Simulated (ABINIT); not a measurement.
# Be3N2 (R3m): G0W0 with ABINIT, start to end

Wanted: ground state, empty states, screening and self-energy for Be3N2 (R3m).

Main program and level: ABINIT 10.8.3; PBEsol and many-body steps on it, plane waves.

This is a report of a sequence of runs, with the program logs left out and the cost of each run kept.

### 1. The structure

It takes space group R3m (No. 160, trigonal). The conventional cell has a = 2.840 Å, b = 2.840 Å, c = 14.599 Å, α = 90.00°, β = 90.00°, γ = 120.00°. Nearest to Be lie 3 N at 1.65 Å. Nearest to Be lie 4 N at 1.66 to 1.84 Å. Nearest to Be lie 4 N at 1.68 to 1.78 Å. Nearest to N lie 5 Be at 1.65 to 1.68 Å. Nearest to N lie 6 Be at 1.78 to 1.84 Å. Farther neighbours, and contacts between anions beyond the nearest, are not listed.

The cell and positions are those that the Materials Project relaxed with its own functionals (PBE, PBE+U or r2SCAN), kept fixed.

### 2. Ground state

This step: ABINIT 10.8.3; DFT, PBEsol, plane waves, norm-conserving pseudopotentials.

The ground-state density comes first.

The input, run.abi:

```
acell 3*1.0 Angstrom
rprim 
  1.419805055509 0.819724830995 4.866215662800
  -1.419805055509 0.819724830995 4.866215662800
  -0.000000000000 -1.639449661990 4.866215662800
ntypat 2
znucl 4 7
natom 5
typat 1 1 1 2 2
xred 
  0.859001080000 0.859001080000 0.859001080000
  0.317694560000 0.317694560000 0.317694560000
  0.088806770000 0.088806770000 0.088806770000
  0.204162680000 0.204162680000 0.204162680000
  0.708434910000 0.708434910000 0.708434910000
pp_dirpath "pseudos"
pseudos "Be.upf, N.upf"
ecut 38
ngkpt 8 8 8
nshiftk 1
shiftk 0 0 0
kptopt 1
chksymbreak 0
nband 17
occopt 1
tolvrs 1e-10
nstep 60
prtwf 0
optforces 0
optstress 0
indata_prefix "in"
outdata_prefix "out"
tmpdata_prefix "tmp"
```

Started as:

```
> OMP_NUM_THREADS=1 mpirun -n 4 abinit run.abi > log
```

Wall time 47 s (4 MPI ranks of Arm Neoverse V2, shared host); peak memory 0.42 GiB; 3.1 min of CPU time.

Read from the output:

| Property | Result |
| --- | --- |
| total energy | -1701.3841 eV |
| gap | 2.674 eV |
| k of the valence top | 0, 0, 0 |
| k of the conduction bottom | 0.5, 0.5, 0 |
| least direct gap | 3.740 eV |

The gap is indirect, with the least direct gap 1.07 eV higher.

### 3. Bands along the symmetry lines

The cheap functional maps the bands first; the places of the edges decide which points the dearer methods must see.

The input, run.abi:

```
acell 3*1.0 Angstrom
rprim 
  1.419805055509 0.819724830995 4.866215662800
  -1.419805055509 0.819724830995 4.866215662800
  -0.000000000000 -1.639449661990 4.866215662800
ntypat 2
znucl 4 7
natom 5
typat 1 1 1 2 2
xred 
  0.859001080000 0.859001080000 0.859001080000
  0.317694560000 0.317694560000 0.317694560000
  0.088806770000 0.088806770000 0.088806770000
  0.204162680000 0.204162680000 0.204162680000
  0.708434910000 0.708434910000 0.708434910000
pp_dirpath "pseudos"
pseudos "Be.upf, N.upf"
ecut 38
iscf -2
irdden 1
kptopt 0
nkpt 59
kpt 
  0.00000000 0.00000000 0.00000000
  -0.06250000 -0.06250000 -0.06250000
  -0.12500000 -0.12500000 -0.12500000
  -0.18750000 -0.18750000 -0.18750000
  -0.25000000 -0.25000000 -0.25000000
  -0.31250000 -0.31250000 -0.31250000
  -0.37500000 -0.37500000 -0.37500000
  -0.43750000 -0.43750000 -0.43750000
  -0.50000000 -0.50000000 -0.50000000
  -0.50000000 -0.46069801 -0.53930199
  -0.50000000 -0.42139603 -0.57860398
  -0.50000000 -0.38209404 -0.61790596
  -0.50000000 -0.34279205 -0.65720795
  -0.50000000 -0.30349006 -0.69650994
  -0.50000000 -0.26418808 -0.73581192
  -0.50000000 -0.22488609 -0.77511391
  -0.50000000 -0.18558410 -0.81441590
  -0.18558410 0.18558410 -0.50000000
  -0.16238609 0.16238609 -0.50000000
  -0.13918807 0.13918807 -0.50000000
  -0.11599006 0.11599006 -0.50000000
  -0.09279205 0.09279205 -0.50000000
  -0.06959404 0.06959404 -0.50000000
  -0.04639603 0.04639603 -0.50000000
  -0.02319801 0.02319801 -0.50000000
  0.00000000 0.00000000 -0.50000000
  0.00000000 0.00000000 -0.43750000
  0.00000000 0.00000000 -0.37500000
  0.00000000 0.00000000 -0.31250000
  0.00000000 0.00000000 -0.25000000
  0.00000000 0.00000000 -0.18750000
  0.00000000 0.00000000 -0.12500000
  0.00000000 0.00000000 -0.06250000
  0.00000000 0.00000000 0.00000000
  0.00000000 0.04284901 -0.04284901
  0.00000000 0.08569801 -0.08569801
  0.00000000 0.12854702 -0.12854702
  0.00000000 0.17139603 -0.17139603
  0.00000000 0.21424503 -0.21424503
  0.00000000 0.25709404 -0.25709404
  0.00000000 0.29994304 -0.29994304
  0.00000000 0.34279205 -0.34279205
  -0.34279205 0.00000000 -0.65720795
  -0.36244304 0.00000000 -0.63755696
  -0.38209404 0.00000000 -0.61790596
  -0.40174503 0.00000000 -0.59825497
  -0.42139603 0.00000000 -0.57860398
  -0.44104702 0.00000000 -0.55895298
  -0.46069801 0.00000000 -0.53930199
  -0.48034901 0.00000000 -0.51965099
  -0.50000000 0.00000000 -0.50000000
  -0.43750000 0.00000000 -0.43750000
  -0.37500000 0.00000000 -0.37500000
  -0.31250000 0.00000000 -0.31250000
  -0.25000000 0.00000000 -0.25000000
  -0.18750000 0.00000000 -0.18750000
  -0.12500000 0.00000000 -0.12500000
  -0.06250000 0.00000000 -0.06250000
  0.00000000 0.00000000 0.00000000
istwfk *1
nband 22
nbdbuf 6
tolwfr 1e-07
nstep 50
prtwf 0
prtvol 0
indata_prefix "in"
outdata_prefix "out"
tmpdata_prefix "tmp"
```

Run time: 18 s. Hardware: 4 MPI ranks; peak memory 0.34 GiB; 72 s of CPU time.

This step gave:

* gap: 2.674 eV
* k of the valence top: 0, 0, 0
* k of the conduction bottom: -0.5, 0, -0.5
* least direct gap: 3.740 eV

The gap is 2.674 eV, as in the run before at this level.

Electronic bands along the path, in eV, zero at the top of the highest filled band:

| point | band 8 | band 9 | band 10 | band 11 | band 12 | band 13 | band 14 | band 15 |
| --- | --- | --- | --- | --- | --- | --- | --- | --- |
| Γ | -1.20 | -0.46 | 0.00 | 0.00 | 5.97 | 7.80 | 8.33 | 8.33 |
| halfway | -1.11 | -1.11 | -0.15 | -0.15 | 6.57 | 8.16 | 8.68 | 8.68 |
| T | -0.98 | -0.98 | -0.34 | -0.34 | 6.92 | 8.73 | 9.10 | 9.10 |
| halfway | -3.96 | -2.41 | -1.66 | -1.30 | 5.79 | 7.53 | 9.59 | 10.01 |
| H2 | -4.76 | -3.73 | -3.01 | -1.84 | 5.00 | 6.78 | 9.96 | 11.64 |
| jump to H0 | -4.76 | -3.73 | -3.01 | -1.84 | 5.00 | 6.78 | 9.96 | 11.64 |
| halfway | -4.14 | -3.87 | -3.37 | -2.16 | 6.15 | 7.42 | 9.18 | 11.20 |
| L | -3.72 | -3.10 | -3.01 | -2.09 | 5.43 | 6.56 | 10.28 | 10.42 |
| halfway | -2.86 | -2.23 | -1.19 | -1.06 | 6.68 | 7.38 | 9.58 | 10.21 |
| Γ | -1.20 | -0.46 | 0.00 | 0.00 | 5.97 | 7.80 | 8.33 | 8.33 |
| halfway | -3.55 | -3.11 | -2.07 | -0.65 | 7.11 | 7.98 | 9.44 | 9.78 |
| S0 | -4.91 | -3.70 | -3.06 | -1.89 | 5.07 | 7.10 | 9.38 | 11.98 |
| jump to S2 | -4.91 | -3.70 | -3.06 | -1.89 | 5.07 | 7.10 | 9.38 | 11.98 |
| halfway | -4.64 | -3.33 | -2.24 | -1.29 | 3.65 | 7.90 | 8.57 | 9.90 |
| F | -3.51 | -3.50 | -1.34 | -1.07 | 2.67 | 7.64 | 8.82 | 9.60 |
| halfway | -3.15 | -2.52 | -0.78 | -0.75 | 5.93 | 7.65 | 9.47 | 9.92 |
| Γ | -1.20 | -0.46 | 0.00 | 0.00 | 5.97 | 7.80 | 8.33 | 8.33 |

### 4. Empty states on the mesh, 4×4×4 mesh, 91 bands

The sums over transitions need many empty states on a uniform mesh; this step solves for them.

The input, run.abi:

```
acell 3*1.0 Angstrom
rprim 
  1.419805055509 0.819724830995 4.866215662800
  -1.419805055509 0.819724830995 4.866215662800
  -0.000000000000 -1.639449661990 4.866215662800
ntypat 2
znucl 4 7
natom 5
typat 1 1 1 2 2
xred 
  0.859001080000 0.859001080000 0.859001080000
  0.317694560000 0.317694560000 0.317694560000
  0.088806770000 0.088806770000 0.088806770000
  0.204162680000 0.204162680000 0.204162680000
  0.708434910000 0.708434910000 0.708434910000
pp_dirpath "pseudos"
pseudos "Be.upf, N.upf"
ecut 38
ngkpt 4 4 4
nshiftk 1
shiftk 0 0 0
kptopt 1
chksymbreak 0
irdden 1
istwfk *1
nband 91
prtvol 0
optdriver 6
gwr_task "HDIAGO"
paral_kgb 0
occopt 1
indata_prefix "in"
outdata_prefix "out"
tmpdata_prefix "tmp"
```

The job ended after 57 s (4 MPI ranks; peak memory 1.7 GiB; 3.8 min of CPU time).

Numbers from this step:

| Property | Result |
| --- | --- |
| gap | 2.674 eV |
| k of the valence top | 0, 0, 0 |
| k of the conduction bottom | 0.5, 0.5, 0 |
| least direct gap | 3.740 eV |
| k points computed | 13 |
| lowest point of the top converged band, above the valence top | 80.7825 eV |

On this mesh the gap is 2.674 eV.

### 5. Screening, 4×4×4 mesh, 83 bands, screening to 130.6 eV

The RPA dielectric matrix is built and inverted for each q.

This step: RPA screening on PBEsol, plane waves, norm-conserving pseudopotentials.

run.abi, as its differences from that of step 4:

```diff
@@ -23,10 +23,11 @@
 chksymbreak 0
-irdden 1
 istwfk *1
-nband 91
-prtvol 0
-optdriver 6
-gwr_task "HDIAGO"
-paral_kgb 0
 occopt 1
+irdwfk 1
+optdriver 3
+nband 83
+ecuteps 4.8
+inclvkb 2
+awtr 1
+symchi 1
 indata_prefix "in"
```

It took 54 s on 4 MPI ranks; peak memory 1.4 GiB; 3.6 min of CPU time.

Read from the output:

* ε∞ with local fields, on this mesh: 4.816
* ε∞ without local fields, on this mesh: 5.233
* plasma frequency: 29.88 eV
* plane waves in the screening matrix: 111

Local fields lower ε∞ by 8 %.

### 6. Self-energy, 4×4×4 mesh, 83 bands, screening to 130.6 eV

The self-energy is evaluated for the states that the input lists, and the quasiparticle equation is solved.

This step: G0W0 on PBEsol, plane waves, norm-conserving pseudopotentials.

run.abi, as its differences from that of step 5:

```diff
@@ -26,8 +26,39 @@
 irdwfk 1
-optdriver 3
+optdriver 4
 nband 83
+gwcalctyp 0
+ecutsigx 38
+symsigma 1
+nkptgw 13
+kptgw 
+  0.0000000000 0.0000000000 0.0000000000
+  0.2500000000 0.0000000000 0.0000000000
+  0.5000000000 0.0000000000 0.0000000000
+  0.2500000000 0.2500000000 0.0000000000
+  0.5000000000 0.2500000000 0.0000000000
+  -0.2500000000 0.2500000000 0.0000000000
+  0.5000000000 0.5000000000 0.0000000000
+  0.2500000000 0.2500000000 0.2500000000
+  0.5000000000 0.2500000000 0.2500000000
+  -0.2500000000 0.2500000000 0.2500000000
+  0.5000000000 0.5000000000 0.2500000000
+  -0.2500000000 0.5000000000 0.2500000000
+  0.5000000000 0.5000000000 0.5000000000
+bdgw 
+  6 15
+  6 15
+  6 15
+  6 15
+  6 15
+  6 15
+  6 15
+  6 15
+  6 15
+  6 15
+  6 15
+  6 15
+  6 15
 ecuteps 4.8
-inclvkb 2
-awtr 1
-symchi 1
+irdscr 1
+ppmodel 1
 indata_prefix "in"
```

Run time: 1.8 min. Hardware: 4 MPI ranks; peak memory 2 GiB.

This step gave:

```
G0W0 gap on the mesh                         : 4.043 eV
starting gap on the mesh                     : 2.674 eV
k of the valence top                         : 0, 0, 0
k of the conduction bottom                   : 0.5, 0.5, 0
Z at the valence top                         : 0.807
Z at the conduction bottom                   : 0.843
least direct G0W0 gap on the computed points : 5.136 eV
```

The gap on the mesh goes from 2.67 eV to 4.04 eV, a correction of +1.37 eV.

Limits: finite bands, cutoff and mesh. v1 is the top filled band, c1 the lowest empty one. The levels before and after the correction (eV, zero at the valence-band top of each column):

|  | conduction bottom | valence top |
| --- | --- | --- |
| Kohn-Sham | 2.67 | 0.00 |
| G0W0 | 4.04 | 0.00 |

|  | level | energy (eV) |
| --- | --- | --- |
| Kohn-Sham | Γ v3 | -0.458 |
| Kohn-Sham | Γ v2-v1 | 0.000 |
| Kohn-Sham | Γ c1 | 5.970 |
| Kohn-Sham | Γ c2 | 7.796 |
| Kohn-Sham | Γ c3 | 8.329 |
| Kohn-Sham | (0.5 0.5 0) v3 | -3.501 |
| Kohn-Sham | (0.5 0.5 0) v2 | -1.338 |
| Kohn-Sham | (0.5 0.5 0) v1 | -1.066 |
| Kohn-Sham | (0.5 0.5 0) c1 | 2.674 |
| Kohn-Sham | (0.5 0.5 0) c2 | 7.642 |
| Kohn-Sham | (0.5 0.5 0) c3 | 8.822 |
| G0W0 | Γ v3 | -0.409 |
| G0W0 | Γ v2-v1 | 0.000 |
| G0W0 | Γ c1 | 7.551 |
| G0W0 | Γ c2 | 9.568 |
| G0W0 | Γ c3 | 10.196 |
| G0W0 | (0.5 0.5 0) v3 | -3.795 |
| G0W0 | (0.5 0.5 0) v2 | -1.471 |
| G0W0 | (0.5 0.5 0) v1 | -1.093 |
| G0W0 | (0.5 0.5 0) c1 | 4.043 |
| G0W0 | (0.5 0.5 0) c2 | 9.306 |
| G0W0 | (0.5 0.5 0) c3 | 10.588 |

### 7. Where the time went

Times are wall times on 4 MPI ranks of Arm Neoverse V2, shared host, good to a factor of about two.

| step | time | share | memory (GiB) |
| --- | --- | --- | --- |
| ground state | 47 s | 16 % | 0.42 |
| bands along the symmetry lines | 18 s | 6 % | 0.34 |
| empty states on the mesh | 57 s | 20 % | 1.7 |
| screening | 54 s | 19 % | 1.4 |
| self-energy | 1.8 min | 38 % | 2.0 |

### 8. What came out

| Property | Result |
| --- | --- |
| PBEsol gap | 2.67 eV, indirect |
| G0W0 gap on the mesh | 4.04 eV |
| GW settings | 4×4×4 mesh, 83 bands, screening to 130.6 eV, Godby-Needs plasmon pole |
| known limits | short of the basis limit |

**Reading.** G0W0 moves the gap on the mesh from 2.67 eV to 4.04 eV (+1.37 eV), with Z of 0.81 and 0.84 at the edges. Local fields lower the RPA ε∞ on this mesh from 5.23 to 4.82. The dearest step here is «self-energy». Bands and cutoff are finite, so the gap stands short of the basis limit, usually by up to a few tenths of an eV; the mesh is an error of its own.

[Long decimals in the printed logs are rounded to 6 places.]

[Logs are printed without paths, hosts, clocks, repeated set-up lines and the standing remarks that a program may print on its own settings, such as how far it seeks lower states.]

[Paths, hosts, dates, memory and timing lines, banners, echoed tables and standing remarks are left out of the program output; an Ansatz launch command may be rebuilt from the run's recorded settings. Measured values are a selection of at most five: reports struck by readers or far from the other reports are left out. None is set beside runs whose start may be inverted or whose files or cutoffs have a known fault.]

[Runs of the session that timed out or met a known fault of the program may be left out.]

[Hosts, paths, dates, database ids (printed as entryN), source tags and the programs' standing remarks are cut or masked in the printed files.]

[G0W0 gaps are taken among the corrected bands and points alone; a level outside them can change the order at an edge.]

[Where Ansatz stands beside ABINIT at settings called matched, ABINIT's density can come from a denser mesh and the files from another edition; pairs whose starting gaps differed by over 0.03 eV were left out, so agreement reads better than it is.]
